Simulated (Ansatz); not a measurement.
# Tl2PtC2 (built on the sites of a database entry of Na2PdC2): following an unstable mode

Wanted: the energy along a soft mode of Tl2PtC2 (built on the sites of a database entry of Na2PdC2) and the structure at the end.

Main program and level: Ansatz 0.2.0; DFT PBEsol, scalar-relativistic, plane waves, PAW.

This is a report of a sequence of runs, with most program output left out.

The structure was built from a prototype and need not be the compound's stable phase.

## (1) Starting point

Symmetry: P-3m1, No. 164, trigonal system. Conventional cell: a = 4.907 Å, b = 4.907 Å, c = 5.210 Å, α = 90.00°, β = 90.00°, γ = 120.00°. Tl has 3 C at 2.98 Å and 3 Pt at 3.02 Å nearest. Nearest to Pt lie 2 C at 1.97 Å and 6 Tl at 3.02 Å. Nearest to C lie 1 C at 1.27 Å and 1 Pt at 1.97 Å. Farther neighbours are not listed.

As a file:

```cif
data_structure
_symmetry_space_group_name_H-M 'P-3m1'
_symmetry_Int_Tables_number 164
_cell_length_a 4.9068
_cell_length_b 4.9068
_cell_length_c 5.2095
_cell_angle_alpha 90.000
_cell_angle_beta 90.000
_cell_angle_gamma 120.000
_cell_volume 108.63
loop_
_atom_site_label
_atom_site_type_symbol
_atom_site_symmetry_multiplicity
_atom_site_Wyckoff_symbol
_atom_site_fract_x
_atom_site_fract_y
_atom_site_fract_z
_atom_site_occupancy
Tl1 Tl 2 d 0.33333 0.66667 0.79661 1
Pt1 Pt 1 a 0.00000 0.00000 0.00000 1
C1 C 2 c 0.00000 0.00000 0.62184 1
```

## (2) Phonons on a q mesh

The cell comes from relaxations at this level that are not shown. Stability and thermal properties need the whole zone. Linear response on a 2×2×2 q mesh gives force constants as far as a supercell of that size would.

input.yaml reads:

```yaml
crystal:
  lattice:
    - [4.9068469888, -3.3938e-06, 0.0]
    - [-2.4534205553, 4.2494558416, 0.0]
    - [0.0, 0.0, 5.2095241648]
  atoms:
    - { symbol: Tl, position: [0.3333333333, 0.6666666667, 0.7966088505] }
    - { symbol: Tl, position: [0.6666666667, 0.3333333333, 0.2033911495] }
    - { symbol: Pt, position: [0.0, 0.0, 0.0] }
    - { symbol: C, position: [0.0, 0.0, 0.6218403294] }
    - { symbol: C, position: [0.0, 0.0, 0.3781596706] }
kpoints:
  mp_grid: { grid: [10, 10, 6] }
hamiltonian:
  xc: pbesol
scf:
  occupations: { method: methfessel_paxton, width: 0.15 }
output:
  eigenvalues: true
phonons:
  method: dfpt
  qmesh: [2, 2, 2]
  temperatures: { t_max: 1000, t_step: 50 }
  qpath:
    path:
      - [[0.0, 0.0, 0.0], [0.5, 0.0, 0.0], [0.33333333, 0.33333333, 0.0], [0.0, 0.0, 0.0], [0.0, 0.0, 0.5], [0.5, 0.0, 0.5], [0.33333333, 0.33333333, 0.5], [0.0, 0.0, 0.5]]
      - [[0.5, 0.0, 0.5], [0.5, 0.0, 0.0]]
      - [[0.33333333, 0.33333333, 0.5], [0.33333333, 0.33333333, 0.0]]
    npoints: 10
```

Started as:

```
$ ansatz run input.yaml --threads 8 --pin off --max-ram 14336MiB --backend cpu --events-out ev --progress --plain --runs-dir out
```

Run time: 5 min. Hardware: 8 threads of Arm Neoverse V2, shared host; peak memory 2.6 GiB; 38 min of CPU time.

This step gave:

```yaml
volume_per_atom: 21.73 Å³
gap_on_the_k_mesh: 0 eV
sum_rule_residual_before_enforcement: 4.15e-5 eV/Å²
lowest_frequency_on_the_path: -19.45 cm⁻¹
point_group: -3m
highest_frequency_on_the_path_or_at_a_solved_wavevector: 1817 cm⁻¹
highest_optical_mode_at_the_zone_centre_no_lo_to_term: 1817 cm⁻¹
lowest_optical_zone_centre_mode: 11.46 cm⁻¹
lowest_mode_on_the_q_mesh_acoustic_modes_at_gamma_apart: -16.84 cm⁻¹
```

Frequencies (cm⁻¹) solved at each irreducible wavevector; negative means imaginary. Frequencies by wavevector, by row:

| q in reciprocal lattice units | star | mode 1 | mode 2 | mode 3 | mode 4 | mode 13 | mode 14 | mode 15 |
| --- | --- | --- | --- | --- | --- | --- | --- | --- |
| 0 0 0 | 1 | 0 | 0 | 0 | 11.5 | 385.9 | 575.4 | 1816 |
| 0 0 -0.5 | 1 | 18.1 | 18.1 | 20.1 | 42.6 | 463.4 | 681.9 | 1809 |
| 0 -0.5 0 | 3 | -16.8 | 11.9 | 16.7 | 20.9 | 386.2 | 572.9 | 1811 |
| 0 -0.5 -0.5 | 3 | 8.1 | 19.8 | 32.6 | 40.4 | 466 | 681.1 | 1806 |

Interpolated from a 2×2×2 q mesh. Phonon branches along the path, in cm⁻¹:

| point | branch 1 | branch 2 | branch 3 | branch 4 | branch 12 | branch 13 | branch 14 | branch 15 |
| --- | --- | --- | --- | --- | --- | --- | --- | --- |
| Γ | 0 | 0 | 0 | 12 | 386 | 386 | 575 | 1816 |
| halfway | -10 | 6 | 10 | 35 | 382 | 386 | 574 | 1814 |
| M | -17 | 12 | 17 | 21 | 378 | 386 | 573 | 1811 |
| halfway | -17 | -7 | 19 | 32 | 379 | 385 | 573 | 1810 |
| K | -16 | 8 | 8 | 46 | 382 | 382 | 572 | 1810 |
| halfway | -17 | 4 | 22 | 34 | 382 | 386 | 574 | 1813 |
| Γ | 0 | 0 | 0 | 12 | 386 | 386 | 575 | 1816 |
| halfway | 4 | 4 | 14 | 44 | 432 | 432 | 628 | 1813 |
| A | 18 | 18 | 20 | 43 | 463 | 463 | 682 | 1809 |
| halfway | 5 | 24 | 28 | 48 | 462 | 465 | 682 | 1808 |
| L | 8 | 20 | 33 | 40 | 461 | 466 | 681 | 1806 |
| halfway | 5 | 18 | 36 | 42 | 462 | 465 | 681 | 1806 |
| H | 11 | 11 | 42 | 42 | 464 | 464 | 681 | 1805 |
| halfway | -6 | 26 | 27 | 50 | 462 | 465 | 681 | 1807 |
| A | 18 | 18 | 20 | 43 | 463 | 463 | 682 | 1809 |
| jump to L | 8 | 20 | 33 | 40 | 461 | 466 | 681 | 1806 |
| halfway | 10 | 13 | 20 | 49 | 427 | 434 | 626 | 1808 |
| M | -17 | 12 | 17 | 21 | 378 | 386 | 573 | 1811 |
| jump to H | 11 | 11 | 42 | 42 | 464 | 464 | 681 | 1805 |
| halfway | 7 | 7 | 42 | 42 | 431 | 431 | 626 | 1808 |
| K | -16 | 8 | 8 | 46 | 382 | 382 | 572 | 1810 |

Symmetry leaves 4 wavevectors to solve. The lowest mode among them, the acoustic zeros apart, lies at q = (0, -0.5, 0) and is imaginary, 16.8i cm⁻¹, so the energy falls along it.

## (3) The mode frozen in, largest atomic shift 0 Å

The mode followed lies at q = (0, -0.5, 0) with frequency 16.8i cm⁻¹, the softest among the wavevectors solved. At small amplitude the distorted cell has space group no. 11 by a symmetry search on the positions. The undistorted cell that holds it gives the zero of energy on the same k mesh.

System of this step: Tl2PtC2 (built on the sites of a database entry of Na2PdC2). The structure is trigonal, space group P-3m1 (No. 164). The conventional cell has a = 4.907 Å, b = 4.907 Å, c = 5.210 Å, α = 90.00°, β = 90.00°, γ = 120.00°. Nearest to Tl lie 3 C at 2.98 Å and 3 Pt at 3.02 Å. Pt has 2 C at 1.97 Å and 6 Tl at 3.02 Å nearest. C has 1 C at 1.27 Å and 1 Pt at 1.97 Å nearest. Farther neighbours are not listed.

input.yaml reads:

```yaml
crystal:
  lattice:
    - [-4.9068469888, 3.3938e-06, 0.0]
    - [0.0, 0.0, -5.2095241648]
    - [-5.8782e-06, -8.4989082895, 0.0]
  atoms:
    - { symbol: Tl, position: [0.5, 0.2033911495, 0.1666666667] }
    - { symbol: Tl, position: [0.0, 0.2033911495, 0.6666666667] }
    - { symbol: Tl, position: [1.0, 0.7966088505, 0.3333333333] }
    - { symbol: Tl, position: [0.5, 0.7966088505, 0.8333333333] }
    - { symbol: Pt, position: [0.0, 1.0, 0.0] }
    - { symbol: Pt, position: [0.5, 1.0, 0.5] }
    - { symbol: C, position: [0.5, 0.3781596706, 0.5] }
    - { symbol: C, position: [1.0, 0.3781596706, 1.0] }
    - { symbol: C, position: [0.0, 0.6218403294, 0.0] }
    - { symbol: C, position: [0.5, 0.6218403294, 0.5] }
kpoints:
  mp_grid: { grid: [6, 6, 4] }
hamiltonian:
  xc: pbesol
scf:
  occupations: { method: methfessel_paxton, width: 0.15 }
output:
  forces: true
  stress: true
  eigenvalues: true
```

It took 5 s on 8 threads; peak memory 1.2 GiB.

Numbers from this step:

- pressure: 0.002293 GPa
- energy from the undistorted cell: 0 meV/atom

The run ends at a pressure of 0.00 GPa, with forces up to 0.023 eV/Å.

## (4) The mode frozen in, largest atomic shift 0.6 Å

The atoms are moved along the unstable eigenvector, the largest shift by 0.6 Å, with the cell fixed.

input.yaml reads:

```yaml
crystal:
  lattice:
    - [-4.9068469888, 3.3938e-06, 0.0]
    - [0.0, 0.0, -5.2095241648]
    - [-5.8782e-06, -8.4989082895, 0.0]
  atoms:
    - { symbol: Tl, position: [0.5, 0.1861622471, 0.1677849493] }
    - { symbol: Tl, position: [0.0, 0.2206200519, 0.6655483841] }
    - { symbol: Tl, position: [1.0, 0.8138377529, 0.3322150507] }
    - { symbol: Tl, position: [0.5, 0.7793799481, 0.8344516159] }
    - { symbol: Pt, position: [0.0, 1.1145036407, 0.0076039593] }
    - { symbol: Pt, position: [0.5, 0.8854963593, 0.4923960407] }
    - { symbol: C, position: [0.5, 0.2649023867, 0.4914860153] }
    - { symbol: C, position: [1.0, 0.4914169545, 1.0085139847] }
    - { symbol: C, position: [0.0, 0.7350976133, 0.0085139847] }
    - { symbol: C, position: [0.5, 0.5085830455, 0.4914860153] }
kpoints:
  mp_grid: { grid: [6, 6, 4] }
hamiltonian:
  xc: pbesol
scf:
  occupations: { method: methfessel_paxton, width: 0.15 }
output:
  forces: true
  stress: true
  eigenvalues: true
```

Elapsed: 5.9 s, on 8 threads; peak memory 1.2 GiB; 44 s of CPU time.

This step gave:

```
pressure                         : 0.04747 GPa
energy from the undistorted cell : -3.121 meV/atom
```

The energy, extrapolated to zero smearing, is -3.12 meV/atom against the undistorted cell.

The run ends at a pressure of 0.05 GPa, with forces up to 0.10 eV/Å.

## (5) Energy along the mode, all amplitudes (two of the runs are shown above)

An imaginary frequency means negative curvature, so the energy should fall and then rise again as anharmonic terms take over.

This step gave:

```
depth at the lowest point sampled  : 3.121 meV/atom
largest atomic shift at that point : 0.6 Å
```

The energy from the parent by largest atomic shift:

| largest atomic shift (Å) | energy from the parent (meV/atom) |
| --- | --- |
| 0.000 | 0 |
| 0.040 | -0.006 |
| 0.080 | -0.033 |
| 0.140 | -0.153 |
| 0.220 | -0.533 |
| 0.320 | -1.23 |
| 0.450 | -2.31 |
| 0.600 | -3.12 |

Displacement at unit largest shift by atom:

| atom | x (Å) | y (Å) | z (Å) | size |
| --- | --- | --- | --- | --- |
| Tl1 | 0.000 | -0.016 | 0.150 | 0.151 |
| Tl2 | 0.000 | 0.016 | -0.150 | 0.151 |
| Tl3 | 0.000 | 0.016 | -0.150 | 0.151 |
| Tl4 | 0.000 | -0.016 | 0.150 | 0.151 |
| Pt5 | 0.000 | -0.108 | -0.994 | 1.000 |
| Pt6 | 0.000 | 0.108 | 0.994 | 1.000 |
| C7 | 0.000 | 0.121 | 0.983 | 0.990 |
| C8 | 0.000 | -0.121 | -0.983 | 0.990 |
| C9 | 0.000 | -0.121 | -0.983 | 0.990 |
| C10 | 0.000 | 0.121 | 0.983 | 0.990 |

The lowest of the steps tried is the last one, at 0.6 Å, 3.12 meV/atom below the parent; the bottom of the well need not coincide with a step.

## (6) Relaxation from the frozen mode

Starting from the lowest point found, all atoms and the cell are let go, so that strain and other modes of the same symmetry can join in.

input.yaml, as its differences from that of step 4:

```diff
@@ -26 +26,6 @@
   eigenvalues: true
+relax:
+  adjacent_minimum: "off"
+  f_tol: 0.002
+  max_steps: 120
+  cell: { stress_tol: 0.03 }
```

Run time: 2.1 min. Hardware: 8 threads; peak memory 1.3 GiB; 16 min of CPU time.

The steps of the relaxation:

| step | energy less that of the first step (eV) | largest force component (eV/Å) | pressure (GPa) | volume (Å³) |
| --- | --- | --- | --- | --- |
| 1 | 0.0000 | 0.0921 | 0.05 | 217.25 |
| 2 | -0.0180 | 0.0616 | -0.09 | 217.90 |
| 3 | -0.0308 | 0.0422 | -0.05 | 217.75 |
| 4 | -0.0806 | 0.1202 | -0.05 | 216.34 |
| 5 | -0.1639 | 0.2220 | -0.23 | 213.42 |
| 6 | -0.2288 | 0.2727 | -0.07 | 208.31 |
| 7 | -0.2770 | 0.2753 | -0.02 | 203.83 |
| 8 | -0.2841 | 0.1089 | -0.01 | 206.37 |
| 9 | -0.2940 | 0.2236 | 0.31 | 206.24 |
| 10 | -0.2972 | 0.0174 | -0.13 | 206.79 |
| 11 | -0.2987 | 0.0171 | 0.19 | 205.72 |
| 12 | -0.2981 | 0.0243 | -0.07 | 206.52 |
| 13 | -0.2985 | 0.0046 | 0.00 | 206.35 |
| 14 | -0.2986 | 0.0021 | 0.01 | 206.30 |
| 15 | -0.2986 | 0.0017 | 0.00 | 206.31 |
| 16* | -0.3261 | 0.0087 | 0.14 | 206.31 |
| 17 | -0.3281 | 0.0088 | -0.01 | 206.63 |
| 18 | -0.3282 | 0.0052 | 0.00 | 206.68 |
| 19 | -0.3282 | 0.0025 | 0.00 | 206.70 |
| 20 | -0.3282 | 0.0007 | 0.00 | 206.69 |
| 21* | -0.3285 | 0.0007 | 0.00 | 206.69 |

Relaxation steps marked * repeat the geometry before them on a plane-wave basis chosen anew for their cell, so energy and pressure can jump there.

The run keeps the 4 symmetry operations that it works with, so distortions that break them were not tested.

| cell as run | before | after | change |
| --- | --- | --- | --- |
| a (Å) | 4.907 | 5.499 | +12.1 % |
| b (Å) | 5.210 | 5.211 | +0.0 % |
| c (Å) | 8.499 | 7.317 | -13.9 % |
| α (°) | 90.00 | 80.35 | -10.7 % |
| volume (Å³/atom) | 21.73 | 20.67 | -4.9 % |

The atoms that moved most (Å, as changes of fractional coordinates times the final cell):

| atom | dx | dy | dz | length |
| --- | --- | --- | --- | --- |
| Tl3 | 0.000 | -0.369 | -0.110 | 0.385 |
| Tl1 | 0.000 | 0.369 | 0.110 | 0.385 |
| C8 | 0.000 | -0.182 | -0.304 | 0.355 |
| C10 | 0.000 | 0.182 | 0.304 | 0.355 |
| Pt5 | 0.000 | -0.159 | -0.316 | 0.353 |
| Pt6 | 0.000 | 0.159 | 0.316 | 0.353 |
| C7 | 0.000 | 0.128 | 0.306 | 0.332 |
| C9 | 0.000 | -0.128 | -0.306 | 0.332 |

Final coordinates:

```xyz
10
Lattice="-5.4988 0.0000 0.0000 0.0000 -0.4056 -5.1953 0.0000 -7.2867 -0.6617" Properties=species:S:1:pos:R:3 pbc="T T T"
Tl   -2.7494   -0.9289   -0.9681
Tl    0.0000   -4.7661   -1.8515
Tl   -5.4988   -3.1200   -4.5581
Tl   -2.7494   -6.5696   -4.3364
Pt    0.0000   -0.6661   -6.1108
Pt   -2.7494   -3.7885   -4.6106
C    -2.7494   -3.5606   -1.3955
C    -5.4988   -7.7305   -3.5246
C     0.0000   -0.4883   -4.1307
C    -2.7494   -3.6052   -2.6633
```

This step gave:

```
pressure        : 0.003598 GPa
volume per atom : 20.67 Å³
```

The distorted start has space group P2_1/m; the relaxation ends in P2_1/m.

## (7) The phases reached

The phases reached along the modes that were followed are set side by side.

Energies are those of the first relaxation, on the mesh of the frozen mode; space group, volume and gap are those of the last relaxation. Phases, by row:

| mode frozen in | space group | energy from parent (meV/atom) | volume (Å³/atom) | gap on mesh (eV) | lowest zone-centre optical mode (cm⁻¹) | largest shift (Å) |
| --- | --- | --- | --- | --- | --- | --- |
| parent | P-3m1 | 0 | 21.73 | 0 | – | – |
| q = (0, -0.5, 0), 17i cm⁻¹ | P2_1/m | -35.98 | 20.67 | 0 | – | 0.952 |

## (8) Results

```json
{"unstable mode of the parent": "q = (0, -0.5, 0), 17i cm⁻¹", "depth at the lowest point sampled": "3.12 meV/atom", "largest atomic shift at that point": "0.6 Å", "space group reached (within 0.01 Å)": "P2_1/m", "energy gained over the parent (first relaxation, on the mesh of the frozen mode)": "36.0 meV/atom", "volume per atom, phase reached": "20.7 Å³"}
```

**Reading.** Along this mode the structure falls into P2_1/m, 36.0 meV/atom below the parent. At the parent's cell the well is 3.121 meV/atom deep on the steps tried, with its lowest point at a shift of 0.6 Å. That is the last step tried, so the steps alone don't bracket the bottom of the well. Relaxing atoms and cell changes the gain by +32.86 meV/atom against the lowest step (energies at zero smearing). Most of the total comes from this relaxation. The modes of the phase reached were not computed on this path. Each path keeps the symmetry of its pattern, so a lower phase may lie along a pattern not tried. With no gap, or one that is small against the smearing, the frequencies hang on the k mesh and the smearing, most of all near Kohn anomalies. Spin-orbit coupling is left out, which can matter for the heavy elements here. The starting cell was built on a prototype and not taken from a measurement, so the phase need not exist.

[Logs are printed without paths, hosts, clocks, repeated set-up lines and the standing remarks that a program may print on its own settings, such as how far it seeks lower states.]

[Hosts, paths, dates, database ids (printed as entryN), source tags and the programs' standing remarks are cut or masked in the printed files.]
